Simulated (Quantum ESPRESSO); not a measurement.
# Iridium (Fm-3m): from the cell to the phonon bands, part 3 of 3

How does Iridium (Fm-3m) vibrate, and is this structure a minimum?

Quantum ESPRESSO 7.5; DFT LDA, scalar-relativistic, plane waves, PseudoDojo norm-conserving pseudopotentials.

So far. Step 5 (Linear response on the mesh): The acoustic modes at Γ come out as far as 0.4 cm⁻¹ from zero, where they should vanish, a small numerical error. The relaxed cell has a = 3.809 Å (conventional setting).

The database entry behind the starting cell differs from later determinations by our own check (0.1 to 0.3 % short, probably kX units), so it need not match the best structure at ambient conditions.

### Step 7. Interpolated phonon bands (continued)

Matdyn.x, sum rule simple. The phonon branches at the labelled points (cm⁻¹):

```tsv
point	branch 1	branch 2	branch 3
Γ	0	0	0
halfway	114	114	184
X	151	151	187
halfway	150	154	183
U	146	164	171
jump to K	146	164	171
halfway	106	114	182
Γ	0	0	0
halfway	86	86	169
L	113	113	203
halfway	135	145	185
W	159	163	163
halfway	153	155	179
X	151	151	187
```

The phonon branches as a text plot (rows in cm⁻¹):

```
    198 |        **                            ******
    190 |       *  ****       **              *      *          *
    181 |      *       **   **  *            *        *       **
    173 |                ***     *          *          **   **
    165 |     *          ***                             ***
    156 |             ***   *                          *********
    148 |    *     *******   *    *        *          ***     ***
    139 |        **       *** *                      *
    131 |       *            * *          *          **
    122 |                     *    *               **
    114 |   *  *               **               ****
    106 |                       *             **
     97 |     *                  *       *   *
     89 |                        *          *
     80 |  * *                    * *
     72 |                               *  *
     63 |   *                      *      *
     55 |
     46 |                           ***  *
     38 | **                        *   *
     30 |
     21 | *                          **
     13 |
      4 |*                             *
         Γ           X  U|K            Γ         L        W     X
```

Lowest modes at the softest wavevector of the mesh; phase exp(i q.(R + tau)). Modes at q = (0.000, 0.000, 0.250):

```tsv
mode	frequency (cm⁻¹)
1	86.2
2	86.2
3	169.2
```

Displacements in mode 1 (86.2 cm⁻¹), the largest set to 1, in the home cell:
```
Ir1  1.00  0.78 -0.22
```

Displacements in mode 3 (169.2 cm⁻¹), the largest set to 1, in the home cell:
```
Ir1  1.00 -1.00  1.00
```

Force constants by pair (phonopy on the run's constants); pairs near half the supercell's span include their periodic images. Pair force constants, by row:

```tsv
atom	neighbour	distance (Å)	third of the trace (eV/Å²)	along the pair's line (eV/Å²)
Ir1	itself	0	15.96	–
Ir1	Ir	2.694	-0.8977	-3.081
Ir1	Ir	3.809	-0.1036	-1.075
Ir1	Ir	4.665	-0.1608	-0.4557
Ir1	Ir	5.387	-0.1914	-0.5008
Ir1	Ir	6.023	0.0293	0.0565
Ir1	Ir	6.598	-0.0355	-0.0355
```

Harmonic mean-square displacement, third of the trace. Mean-square displacements:

```tsv
T (K)	Ir1 U_eq (Å²)
0	6.40e-4
100	9.40e-4
300	0.0023
600	0.0045
```

Mode patterns, pair constants, displacements and means over the zone were worked out by phonopy from the force constants of q2r.x.

All branches are real along the path.

### Step 8. Density of states

Sums over the zone need many more wavevectors than were solved, so the interpolation is sampled on a dense mesh.

Input file matdyn.in:

```
&input
   asr = 'simple'
   flfrc = 'x.fc'
   dos = .true.
   fldos = 'x.dos'
   nk1 = 20
   nk2 = 20
   nk3 = 20
   deltaE = 0.3
/
```

Started as:

```console
$ matdyn.x -in matdyn.in > matdyn.out
```

What it wrote:

```text
[banner, memory and clock lines left out]
Program MATDYN v.7.5

 mass for atomic type   1 not given; uses mass from file x.fc
     Message from routine matdyn:
     Z* not found in file x.fc, TO-LO splitting at q=0 will be absent!

Note: The following floating-point exceptions are signalling: IEEE_UNDERFLOW_FLAG
```

It took 5.8 s on 1 thread of Intel Xeon at 2.70GHz, shared host.

This step gave:

| Quantity | Value |
| --- | --- |
| share of modes beyond 3i cm⁻¹ on the dense interpolated mesh | 0 |
| zero-point energy per atom | 27.27 meV |
| heat capacity at 300 K | 23.90 J/(mol atoms K) |
| vibrational entropy at 300 K | 35.00 J/(mol atoms K) |

The phonon density of states has structure finer than the step of the table below, so its rows give means over 10 cm⁻¹, whole bins alone (the curve runs from 0 to 203 cm⁻¹). Peaks (cm⁻¹: height): 150.0: 0.0517, 189.6: 0.0610.

Tetrahedra. The phonon density of states by wavenumber; means over each step:

```tsv
wavenumber (cm⁻¹)	phonon density of states (1/cm⁻¹/cell)
10	2.1e-5
20	1.3e-4
30	3.7e-4
40	7.6e-4
50	0.00128
60	0.00198
70	0.00297
80	0.00435
90	0.00642
100	0.00988
110	0.0176
120	0.0271
130	0.0324
140	0.0394
150	0.0440
160	0.0188
170	0.0111
180	0.0285
190	0.0455
```

Harmonic thermodynamic functions per atom, summed over the density of states scaled to three modes an atom; melting is ignored. Thermodynamic functions:

```tsv
T (K)	F_vib (meV/atom)	S (J/mol-atom/K)	C_V (J/mol-atom/K)
0	27.27	0	0
50	26.94	2.667	7.337
100	23.35	11.35	17.36
200	3.7	25.53	22.67
300	-27.96	35	23.9
400	-68	41.95	24.35
500	-114.4	47.41	24.56
600	-165.9	51.9	24.68
700	-221.8	55.71	24.75
800	-281.2	59.01	24.79
900	-343.9	61.94	24.82
1000	-409.5	64.55	24.85
```

At 300 K the heat capacity has reached 96 % of the Dulong-Petit value.

### Step 9. The dispersion under another sum rule (asr no)

The sum rule corrects the force constants themselves, so it can shift branches at any wavevector, low ones most.

Input file matdyn.in:

```
&input
   asr = 'no'
   flfrc = 'x.fc'
   flfrq = 'x.freq'
   flvec = 'x.modes'
   q_in_band_form = .true.
   q_in_cryst_coord = .true.
/
8
  0.0000000   0.0000000   0.0000000   8  ! GAMMA
 -0.0000000   0.5000000   0.5000000   8  ! X
 -0.0000000   0.6250000   0.3750000   1  ! U
 -0.3750000   0.3750000   0.0000000   8  ! K
  0.0000000   0.0000000   0.0000000   8  ! GAMMA
 -0.0000000   0.5000000   0.0000000   8  ! L
 -0.2500000   0.5000000   0.2500000   8  ! W
 -0.0000000   0.5000000   0.5000000   1  ! X
```

Started as:

```console
$ matdyn.x -in matdyn.in > matdyn.out
```

What it wrote:

```text
[banner, memory and clock lines left out]
Program MATDYN v.7.5

 mass for atomic type   1 not given; uses mass from file x.fc
     Message from routine matdyn:
     Z* not found in file x.fc, TO-LO splitting at q=0 will be absent!
     Message from routine matdyn:
     Z* not found in file x.fc, TO-LO splitting at q=0 will be absent!

Note: The following floating-point exceptions are signalling: IEEE_UNDERFLOW_FLAG
```

The job ended after 0.67 s (1 thread).

Read from the output:

```yaml
lowest_frequency_on_the_path: 0.4137 cm⁻¹
```

At the labelled points the branches move by no more than 0.5 cm⁻¹.

### Step 10. Results

| Property | Result |
| --- | --- |
| space group after relaxation | Fm-3m |
| volume per atom | 13.8 Å³ |
| q mesh | 4×4×4 |
| lowest mode on the q mesh (acoustic ones at the zone centre apart) | 86.2 cm⁻¹ |
| zero-point energy per atom | 27.3 meV |
| heat capacity at 300 K | 23.9 J/(mol atoms K) |
| vibrational entropy at 300 K | 35.0 J/(mol atoms K) |
| imaginary modes on the q mesh | none |

What this shows: Iridium (Fm-3m) is dynamically stable on the 4×4×4 mesh; its spectrum reaches 203 cm⁻¹. These are harmonic frequencies at zero temperature: anharmonic shifts and linewidths and thermal expansion are left out. Spin-orbit coupling is left out, which can matter for the heavy elements here. In a metal the frequencies hang on the k mesh and the smearing, most of all near Kohn anomalies.

[Host names and launcher messages were left out of these logs when they were recorded.]

[Logs are printed without paths, hosts, clocks, repeated set-up lines and the standing remarks that a program may print on its own settings, such as how far it seeks lower states.]

[Hosts, paths, dates, database ids (printed as entryN), source tags and the programs' standing remarks are cut or masked in the printed files.]
